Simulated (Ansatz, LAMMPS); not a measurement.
# Convergence of a linear-scaling basis for amorphous 29Ga2O3-71GeO2 (mol %) (86 atoms), part 2 of 3

Wanted: errors and times of a linear-scaling basis for amorphous 29Ga2O3-71GeO2 (mol %) (86 atoms). A setting counts as converged where the r.m.s. difference of forces stays under 1 % of the r.m.s. force.

Ansatz 0.2.0; Kohn-Sham DFT, PBE, PAW (set soft_2), plane waves.

The cell: 14 Ga, 17 Ge and 55 O. The quench rate of 100 K/ps is orders of magnitude faster than experiment. The network of bonds at the start is that of the classical potential that made the cell. Only the Γ point is sampled, in a cell whose shortest periodic width is 10 Å.

So far. Step 3 (Plane-wave single point): The r.m.s. force component of 0.87 eV/Å sets the scale for the differences below.

## 4. Plane waves at 750 eV (750 eV)

The grid of the support functions holds more waves than the default cutoff, so they are judged against a harder plane-wave run.

File input.yaml:

```yaml
crystal:
  lattice:
    - [10.35908, 0.0, 0.0]
    - [0.0, 10.35908, 0.0]
    - [0.0, 0.0, 10.35908]
  atoms:
    [... the 86 atom lines of step 3 ...]
kpoints:
  mp_grid: { grid: [1, 1, 1] }
hamiltonian:
  xc: pbe
scf:
  occupations: { method: fixed }
output:
  forces: true
  eigenvalues: true
basis:
  ecutwfc: "750 eV"
```

Started as:

```
$ ansatz run input.yaml --threads 4 --pin off --max-ram 8192MiB --backend cpu --events-out ev --progress --plain --runs-dir out
```

The program printed:

```text
[...]
Crystal: 86 atoms, lattice volume = 1111.638 Å³
Basis set: ecut = 750 eV, 51867 PW (Γ), exchange–correlation on 192×192×192 points (8 copies of the dense FFT grid, shifted against one another)
Bands: 461, of which v1, the nominal top of the filled ones, is band 375 counted from 1 (374 counted from 0)
Symmetry: 1 space group operations
[...]
k-points: 1
[...]
SCF iter   1: F=—  HF=-157176.263381 eV  |F-HF|=—  |Δ(HF+E_count)|=         —  Δρ=3.38e-3  dr2=1.28e-1  ethr=1.77e-3  ⟨swp⟩=4.0  Hψ=1870  notcnv=0  defer=84
[...]
SCF iter   3: F=—  HF=-157176.249392 eV  |F-HF|=—  |Δ(HF+E_count)|=   9.06e-4  Δρ=8.19e-4  dr2=8.26e-3  ethr=3.57e-6  ⟨swp⟩=2.0  Hψ=669  notcnv=0  defer=57
automatic band count: iteration 3 solves 434 bands in place of 461: the levels show a gap, and the empty bands left out lie too high to hold charge; the band table lists the bands solved (type scf.n_extra_bands for more)
SCF iter   4: F=—  HF=-157176.248587 eV  |F-HF|=—  |Δ(HF+E_count)|=   8.05e-4  Δρ=2.42e-4  dr2=6.39e-4  ethr=1.10e-6  ⟨swp⟩=2.0  Hψ=640  notcnv=0  defer=57
SCF iter   5: F=—  HF=-157176.248612 eV  |F-HF|=—  |Δ(HF+E_count)|=   2.56e-5  Δρ=1.21e-4  dr2=1.63e-4  ethr=8.51e-8  ⟨swp⟩=2.0  Hψ=755  notcnv=0  defer=55
[...]
SCF iter   9: F=—  HF=-157176.250274 eV  |F-HF|=—  |Δ(HF+E_count)|=   3.05e-7  Δρ=3.23e-6  dr2=1.33e-7  ethr=1.06e-10  ⟨swp⟩=2.0  Hψ=755  notcnv=0  defer=54
SCF iter  10: F=-157176.250274 eV  HF=-157176.250274 eV  |F-HF|=9.95e-9  |Δ(HF+E_count)|=   9.23e-8  Δρ=1.40e-6  dr2=2.78e-8  ethr=1.33e-11  ⟨swp⟩=12.0  Hψ=2139  notcnv=0
SCF 1 converged in 10 iterations: F = -157176.250274 eV  dr2 = 2.78e-8
[...]
SCF converged after 10 iterations
Free energy (F): -157176.250274 eV
[...]
Internal energy: -157176.250274 eV  (E = F + TS)
E sigma→0 (E₀):  -157176.250274 eV
Fermi energy:    5.782796 eV
[...]
Σ components = -157176.250274   (vs F -157176.250274, Δ=0.00e0)
--- Forces (eV/Å), atoms counted from 1 ---
  atom   1  Ga     0.32069515    -0.00653799     0.89326493
  atom   2  Ga     0.82499630     0.96533190    -0.81854650
  atom   3  Ga    -0.78145310     0.00070244     0.37923702
  atom   4  Ga    -0.34107499     0.63380476    -1.51459585
[...]
atom  86  O     -0.76771148    -0.08939465    -1.72723670
  max |Σ_I F_I| component: 2.78e-5 eV/Å
--- Band table (eV) ---
[...]
```

Elapsed: 30 s, on 4 threads of Arm Neoverse V2, shared host; peak memory 3.5 GiB; 2 min of CPU time.

Forces differ from the reference by 2.6 meV/Å r.m.s., 0.30 % of their size, within a tolerance of 1 %; the energy by -5.3 meV/atom.

## 5. Support functions medium

With localised support functions most steps grow linearly with size, though the diagonalisation grows faster unless the density matrix is cut; this run measures error and cost at this size. Besides, the program derives a nominal cutoff of 464 eV for this run, against the reference's 750.

This step: Kohn-Sham DFT, PBE, PAW (set soft_2), localised support functions (medium) (Ansatz 0.2.0).

input.yaml, the sections that differ from step 4:

```yaml
scf:
  occupations: { method: fixed }
  eigensolver: { kind: { support_functions: { accuracy: medium } } }
  max_iter: 150
# crystal, kpoints, hamiltonian, output: as in step 4
# basis: removed
```

The program printed:

```text
Warning: scf.eigensolver.kind.support_functions: disabling space-group detection — the functions' gradient is summed over unrotated k-points, so no spatial operation reduces the k-mesh or symmetrises the density; time reversal is kept, so that k and −k are solved as one point where they differ and the mesh holds both, and exact exchange and, on two spinor components, a DFT+U term hold to it where the run has them: [...]
Warning: basis.ecutwfc = 464 eV, auto-derived: no grid that the accuracy of the support functions lays serves the files at the lower one that their records recommend; a deck with other species or settings can derive another value
settings of this run that can trade accuracy for cost: scf.eigensolver.kind.support_functions [...]
[...]
Crystal: 86 atoms, lattice volume = 1111.638 Å³
Basis set: ecut = 464 eV, 25341 PW (Γ), exchange–correlation on 150×150×150 points (8 copies of the dense FFT grid, shifted against one another)
Bands: 450, of which v1, the nominal top of the filled ones, is band 375 counted from 1 (374 counted from 0)
Symmetry: 1 space group operations
k-points: 1
[...]
SCF iter   1: F=—  HF=-157161.207290 eV  |F-HF|=—  |Δ(HF+E_count)|=         —  Δρ=1.11e-1  dr2=8.86e1  ethr=1.00e-1
[...]
SCF iter  14: F=—  HF=-157176.357682 eV  |F-HF|=—  |Δ(HF+E_count)|=   1.50e-3  Δρ=1.71e-5  dr2=3.53e-6  ethr=1.52e-9  κ⁻¹=8.6e-5(r=7)
SCF iter  15: F=-157176.357680 eV  HF=-157176.357681 eV  |F-HF|=7.06e-7  |Δ(HF+E_count)|=   7.38e-7  Δρ=6.86e-6  dr2=9.35e-7  ethr=4.70e-10
SCF 1 converged in 15 iterations: F = -157176.381895 eV  dr2 = 9.35e-7
[...]
SCF converged after 15 iterations
Stability not checked: this state was not tested for a lower state beside it, because the mixer in use, unlike msr1, does not test its closes by its own steps (another_mixer; see scf.mixing.algorithm and scf.lower_state_search)
Free energy (F): -157176.381895 eV
[...]
Internal energy: -157176.381895 eV  (E = F + TS)
E sigma→0 (E₀):  -157176.381895 eV
Fermi energy:    5.782822 eV
[...]
Σ components = -157176.381895   (vs F -157176.381895, Δ=0.00e0)
--- Forces (eV/Å), atoms counted from 1 ---
  atom   1  Ga     0.32072886    -0.00596070     0.89424950
  atom   2  Ga     0.82451233     0.96497805    -0.81833499
  atom   3  Ga    -0.78208651     0.00031621     0.37848256
  atom   4  Ga    -0.34162555     0.63393282    -1.51546834
[...]
atom  86  O     -0.76450117    -0.08870802    -1.72235637
  max |Σ_I F_I| component: 3.29e-3 eV/Å
--- Band table (eV) ---
[...]
```

The job ended after 2 min (4 threads; peak memory 4 GiB; 7.6 min of CPU time).

The program notes that the band table was not solved further than the SCF left it and it switched symmetry off.

Keys that differ from the reference: basis.ecutwfc removed, support_functions.accuracy = "medium" and scf.max_iter = 150.

Forces differ from the reference by 2.4 meV/Å r.m.s., 0.27 % of their size, well within a tolerance of 1 %; the energy by -1.5 meV/atom. It took 3.9 times the reference's time (shared host, so rough).

## 6. Support functions low

With localised support functions most steps grow linearly with size, though the diagonalisation grows faster unless the density matrix is cut; this run measures error and cost at this size. Besides, the program derives a nominal cutoff of 420 eV for this run, against the reference's 750.

This step: Kohn-Sham DFT, PBE, PAW (set soft_2), localised support functions (low) (Ansatz 0.2.0).

input.yaml, the sections that differ from step 5:

```yaml
scf:
  occupations: { method: fixed }
  eigensolver: { kind: { support_functions: { accuracy: low } } }
  max_iter: 150
# crystal, kpoints, hamiltonian, output: as in step 5
```

The program printed:

```text
[...]
Crystal: 86 atoms, lattice volume = 1111.638 Å³
Basis set: ecut = 420 eV, 21823 PW (Γ), exchange–correlation on 150×150×150 points (8 copies of the dense FFT grid, shifted against one another)
Bands: 450, of which v1, the nominal top of the filled ones, is band 375 counted from 1 (374 counted from 0)
Symmetry: 1 space group operations
k-points: 1
[...]
SCF iter   1: F=—  HF=-157161.146805 eV  |F-HF|=—  |Δ(HF+E_count)|=         —  Δρ=1.11e-1  dr2=8.86e1  ethr=1.00e-1
[...]
SCF iter  12: F=—  HF=-157176.354372 eV  |F-HF|=—  |Δ(HF+E_count)|=   2.26e-3  Δρ=5.13e-5  dr2=3.80e-5  ethr=1.58e-8  κ⁻¹=6.7e-5(r=7)
SCF iter  13: F=-157176.356178 eV  HF=-157176.356184 eV  |F-HF|=6.03e-6  |Δ(HF+E_count)|=   1.81e-3  Δρ=2.34e-5  dr2=1.13e-5  ethr=5.07e-9
SCF 1 converged in 13 iterations: F = -157176.381968 eV  dr2 = 1.13e-5
[...]
SCF converged after 13 iterations
[...]
Free energy (F): -157176.381968 eV
[...]
Internal energy: -157176.381968 eV  (E = F + TS)
E sigma→0 (E₀):  -157176.381968 eV
Fermi energy:    5.782856 eV
[...]
Σ components = -157176.381968   (vs F -157176.381968, Δ=0.00e0)
--- Forces (eV/Å), atoms counted from 1 ---
  atom   1  Ga     0.32049481    -0.00580399     0.89434469
  atom   2  Ga     0.82453055     0.96499482    -0.81821547
  atom   3  Ga    -0.78225510     0.00036777     0.37855569
  atom   4  Ga    -0.34170468     0.63391852    -1.51562970
[...]
atom  86  O     -0.76451433    -0.08862208    -1.72251188
  max |Σ_I F_I| component: 3.60e-3 eV/Å
--- Band table (eV) ---
[...]
```

Wall time 1.8 min (4 threads); peak memory 4 GiB; 7 min of CPU time.

Keys that differ from the reference: basis.ecutwfc removed, support_functions.accuracy = "low" and scf.max_iter = 150.

Forces differ from the reference by 2.4 meV/Å r.m.s., 0.28 % of their size, well within a tolerance of 1 %; the energy by -1.5 meV/atom. It took 3.6 times the reference's time (shared host, so rough).

## 7. Support functions medium, spacing 0.33 Å

The grid spacing sets how fine a wave the support functions can hold. Besides, the program derives a nominal cutoff of 464 eV for this run, against the reference's 750.

This step: Kohn-Sham DFT, PBE, PAW (set soft_2), localised support functions (medium) (Ansatz 0.2.0).

input.yaml, the sections that differ from step 6:

```yaml
scf:
  occupations: { method: fixed }
  eigensolver: { kind: { support_functions: { accuracy: medium, spacing: 0.33 } } }
  max_iter: 150
# crystal, kpoints, hamiltonian, output: as in step 6
```

The program printed:

```text
[...]
Crystal: 86 atoms, lattice volume = 1111.638 Å³
Basis set: ecut = 464 eV, 25341 PW (Γ), exchange–correlation on 150×150×150 points (8 copies of the dense FFT grid, shifted against one another)
Bands: 450, of which v1, the nominal top of the filled ones, is band 375 counted from 1 (374 counted from 0)
Symmetry: 1 space group operations
k-points: 1
[...]
SCF iter   1: F=—  HF=-157159.590175 eV  |F-HF|=—  |Δ(HF+E_count)|=         —  Δρ=1.11e-1  dr2=8.82e1  ethr=1.00e-1
[...]
SCF iter  16: F=-157176.603970 eV  HF=-157176.603971 eV  |F-HF|=7.28e-7  |Δ(HF+E_count)|=   8.55e-4  Δρ=5.70e-6  dr2=4.15e-7  ethr=2.83e-10
SCF 1 converged in 16 iterations: F = -157176.620414 eV  dr2 = 4.15e-7
[...]
SCF converged after 16 iterations
[...]
Free energy (F): -157176.620414 eV
[...]
Internal energy: -157176.620414 eV  (E = F + TS)
E sigma→0 (E₀):  -157176.620414 eV
Fermi energy:    5.783315 eV
[...]
--- Forces (eV/Å), atoms counted from 1 ---
  atom   1  Ga     0.30326452    -0.02506407     0.89834387
  atom   2  Ga     0.81543113     0.97923069    -0.80574828
  atom   3  Ga    -0.77974130     0.01252186     0.38805015
  atom   4  Ga    -0.33303177     0.62979764    -1.49501431
  atom   5  Ga    -0.20145185     0.64394242    -0.13464572
  atom   6  Ga    -0.08286802     0.10529754     0.21890699
  atom   7  Ga    -1.32027480     0.36145938    -0.27664775
  atom   8  Ga    -0.04838885     0.69193370     0.68941681
  atom   9  Ga    -0.86929117    -0.26701253    -0.49109925
  atom  10  Ga    -0.84577708    -1.46007038    -0.45372099
  atom  11  Ga    -0.03104869    -0.21209510     0.41471904
  atom  12  Ga    -0.11130938     0.06509445     0.71160918
  atom  13  Ga     0.30768609    -0.02730971     0.21194471
  atom  14  Ga     0.94177157     0.51757775     0.44628533
[...]
atom  85  O     -1.90405289    -0.92092911     0.51344140
  atom  86  O     -0.73335754    -0.09841676    -1.69003629
  max |Σ_I F_I| component: 6.54e-1 eV/Å
--- Band table (eV) ---
[...]
```

Wall time 72 s (4 threads); peak memory 2.3 GiB; 4.6 min of CPU time.

The program notes that the forces don't sum to zero within tolerance and the grid leaves an egg-box force.

Forces differ from the reference by 39 meV/Å r.m.s., 4.4 % of their size, over a tolerance of 1 %; the energy by -4.3 meV/atom. It took 2.4 times the reference's time (shared host, so rough). The setting is coarser than the default on purpose.

## 8. Support functions medium, spacing 0.275 Å

The grid spacing sets how fine a wave the support functions can hold. Besides, the program derives a nominal cutoff of 464 eV for this run, against the reference's 750.

input.yaml, the sections that differ from step 7:

```yaml
scf:
  occupations: { method: fixed }
  eigensolver: { kind: { support_functions: { accuracy: medium, spacing: 0.275 } } }
  max_iter: 150
# crystal, kpoints, hamiltonian, output: as in step 7
```

The program printed:

```text
[...]
Crystal: 86 atoms, lattice volume = 1111.638 Å³
Basis set: ecut = 464 eV, 25341 PW (Γ), exchange–correlation on 150×150×150 points (8 copies of the dense FFT grid, shifted against one another)
Bands: 450, of which v1, the nominal top of the filled ones, is band 375 counted from 1 (374 counted from 0)
Symmetry: 1 space group operations
k-points: 1
[...]
SCF iter   1: F=—  HF=-157161.087693 eV  |F-HF|=—  |Δ(HF+E_count)|=         —  Δρ=1.11e-1  dr2=8.87e1  ethr=1.00e-1
[...]
SCF iter  16: F=-157176.386032 eV  HF=-157176.386032 eV  |F-HF|=4.54e-8  |Δ(HF+E_count)|=   1.43e-3  Δρ=3.88e-6  dr2=3.05e-7  ethr=7.21e-10
SCF 1 converged in 16 iterations: F = -157176.409573 eV  dr2 = 3.05e-7
[...]
SCF converged after 16 iterations
[...]
Free energy (F): -157176.409573 eV
[...]
Internal energy: -157176.409573 eV  (E = F + TS)
E sigma→0 (E₀):  -157176.409573 eV
Fermi energy:    5.782898 eV
[...]
--- Forces (eV/Å), atoms counted from 1 ---
  atom   1  Ga     0.32037555    -0.00554466     0.89247225
  atom   2  Ga     0.82619067     0.96730578    -0.81730486
  atom   3  Ga    -0.77984478     0.00167110     0.37969235
  atom   4  Ga    -0.34140751     0.63318190    -1.51318774
  atom   5  Ga    -0.20901631     0.63619937    -0.12469787
  atom   6  Ga    -0.07065054     0.12508147     0.22946879
  atom   7  Ga    -1.30923035     0.36622573    -0.28466224
  atom   8  Ga    -0.05153722     0.69770089     0.68908759
  atom   9  Ga    -0.88481147    -0.27315724    -0.50096097
  atom  10  Ga    -0.85924625    -1.47656114    -0.44499878
  atom  11  Ga    -0.04219244    -0.22719238     0.43012596
  atom  12  Ga    -0.12281262     0.04768953     0.73181669
  atom  13  Ga     0.30297364    -0.02123011     0.20306343
  atom  14  Ga     0.93157802     0.51049367     0.44175199
[...]
atom  85  O     -1.90848736    -0.88173804     0.49118802
  atom  86  O     -0.76887277    -0.08881080    -1.73007751
  max |Σ_I F_I| component: 4.85e-3 eV/Å
--- Band table (eV) ---
[...]
```

The job ended after 98 s (4 threads; peak memory 3 GiB).

Forces differ from the reference by 1.5 meV/Å r.m.s., 0.17 % of their size, well within a tolerance of 1 %; the energy by -1.9 meV/atom. It took 3.2 times the reference's time (shared host, so rough). The setting is coarser than the default on purpose.

## 9. Support functions medium, spacing 0.238 Å

The grid spacing sets how fine a wave the support functions can hold. Besides, the program derives a nominal cutoff of 464 eV for this run, against the reference's 750.

input.yaml, the sections that differ from step 8:

```yaml
scf:
  occupations: { method: fixed }
  eigensolver: { kind: { support_functions: { accuracy: medium, spacing: 0.238 } } }
  max_iter: 150
# crystal, kpoints, hamiltonian, output: as in step 8
```

The program printed:

```text
[...]
Crystal: 86 atoms, lattice volume = 1111.638 Å³
Basis set: ecut = 464 eV, 25341 PW (Γ), exchange–correlation on 150×150×150 points (8 copies of the dense FFT grid, shifted against one another)
Bands: 450, of which v1, the nominal top of the filled ones, is band 375 counted from 1 (374 counted from 0)
Symmetry: 1 space group operations
k-points: 1
[...]
SCF iter   1: F=—  HF=-157161.119760 eV  |F-HF|=—  |Δ(HF+E_count)|=         —  Δρ=1.11e-1  dr2=8.87e1  ethr=1.00e-1
[...]
SCF iter  16: F=-157176.424976 eV  HF=-157176.424976 eV  |F-HF|=4.60e-8  |Δ(HF+E_count)|=   1.43e-3  Δρ=3.87e-6  dr2=3.04e-7  ethr=7.25e-10
SCF 1 converged in 16 iterations: F = -157176.448523 eV  dr2 = 3.04e-7
[...]
SCF converged after 16 iterations
[...]
Free energy (F): -157176.448523 eV
[...]
Internal energy: -157176.448523 eV  (E = F + TS)
E sigma→0 (E₀):  -157176.448523 eV
Fermi energy:    5.782908 eV
[...]
--- Forces (eV/Å), atoms counted from 1 ---
  atom   1  Ga     0.32053096    -0.00584926     0.89374178
  atom   2  Ga     0.82521195     0.96575335    -0.81788573
  atom   3  Ga    -0.78088929     0.00043608     0.37930589
  atom   4  Ga    -0.34125834     0.63342792    -1.51452287
  atom   5  Ga    -0.20813447     0.63718601    -0.12473419
  atom   6  Ga    -0.06903615     0.12596474     0.23163528
  atom   7  Ga    -1.31105948     0.36835563    -0.28377331
  atom   8  Ga    -0.05139630     0.69746761     0.68904978
  atom   9  Ga    -0.88418245    -0.27311873    -0.50107018
  atom  10  Ga    -0.85999540    -1.47784903    -0.44474924
  atom  11  Ga    -0.04176716    -0.22788130     0.43206985
  atom  12  Ga    -0.12280743     0.04752142     0.73192178
  atom  13  Ga     0.30422255    -0.02036691     0.20226685
  atom  14  Ga     0.93286259     0.50892109     0.44262708
[...]
atom  85  O     -1.90497456    -0.87998103     0.49077017
  atom  86  O     -0.76741183    -0.08923255    -1.72827987
  max |Σ_I F_I| component: 4.86e-3 eV/Å
--- Band table (eV) ---
[...]
```

The job ended after 1.7 min (4 threads; peak memory 3 GiB).

Forces differ from the reference by 0.86 meV/Å r.m.s., 0.098 % of their size, well within a tolerance of 1 %; the energy by -2.3 meV/atom. It took 3.4 times the reference's time (shared host, so rough). The setting is coarser than the default on purpose.

## 10. Support functions medium, spacing 0.211 Å

The grid spacing sets how fine a wave the support functions can hold. Besides, the program derives a nominal cutoff of 464 eV for this run, against the reference's 750.

input.yaml, the sections that differ from step 9:

```yaml
scf:
  occupations: { method: fixed }
  eigensolver: { kind: { support_functions: { accuracy: medium, spacing: 0.211 } } }
  max_iter: 150
# crystal, kpoints, hamiltonian, output: as in step 9
```

The program printed:

```text
[...]
Crystal: 86 atoms, lattice volume = 1111.638 Å³
Basis set: ecut = 464 eV, 25341 PW (Γ), exchange–correlation on 150×150×150 points (8 copies of the dense FFT grid, shifted against one another)
Bands: 450, of which v1, the nominal top of the filled ones, is band 375 counted from 1 (374 counted from 0)
Symmetry: 1 space group operations
k-points: 1
[...]
SCF iter   1: F=—  HF=-157161.092288 eV  |F-HF|=—  |Δ(HF+E_count)|=         —  Δρ=1.11e-1  dr2=8.86e1  ethr=1.00e-1
[...]
SCF iter  14: F=—  HF=-157176.352318 eV  |F-HF|=—  |Δ(HF+E_count)|=   1.35e-3  Δρ=3.02e-5  dr2=7.74e-6  ethr=2.83e-9  κ⁻¹=3.7e-5(r=7)
SCF iter  15: F=-157176.353488 eV  HF=-157176.353488 eV  |F-HF|=3.70e-7  |Δ(HF+E_count)|=   1.17e-3  Δρ=8.05e-6  dr2=1.69e-6  ethr=1.03e-9
SCF 1 converged in 15 iterations: F = -157176.376643 eV  dr2 = 1.69e-6
[...]
SCF converged after 15 iterations
[...]
Free energy (F): -157176.376643 eV
[...]
Internal energy: -157176.376643 eV  (E = F + TS)
E sigma→0 (E₀):  -157176.376643 eV
Fermi energy:    5.782764 eV
[...]
Σ components = -157176.376643   (vs F -157176.376643, Δ=0.00e0)
--- Forces (eV/Å), atoms counted from 1 ---
  atom   1  Ga     0.32081908    -0.00651051     0.89416076
  atom   2  Ga     0.82479949     0.96554780    -0.81813231
  atom   3  Ga    -0.78186685     0.00040411     0.37912160
  atom   4  Ga    -0.34112902     0.63402354    -1.51513726
[...]
atom  86  O     -0.76575645    -0.08880909    -1.72422615
  max |Σ_I F_I| component: 2.50e-3 eV/Å
--- Band table (eV) ---
[...]
```

Elapsed: 2.1 min, on 4 threads; peak memory 3.5 GiB.

Keys that differ from the reference: basis.ecutwfc removed, support_functions.accuracy = "medium", support_functions.spacing = 0.211 and scf.max_iter = 150.

Forces differ from the reference by 1.7 meV/Å r.m.s., 0.19 % of their size, well within a tolerance of 1 %; the energy by -1.5 meV/atom. It took 4.2 times the reference's time (shared host, so rough).

(Continued in part 3 of 3.)

[Long decimals in the printed logs are rounded to 6 places.]

[Logs are printed without paths, hosts, clocks, repeated set-up lines and the standing remarks that a program may print on its own settings, such as how far it seeks lower states.]

[Hosts, paths, dates, database ids (printed as entryN), source tags and the programs' standing remarks are cut or masked in the printed files.]
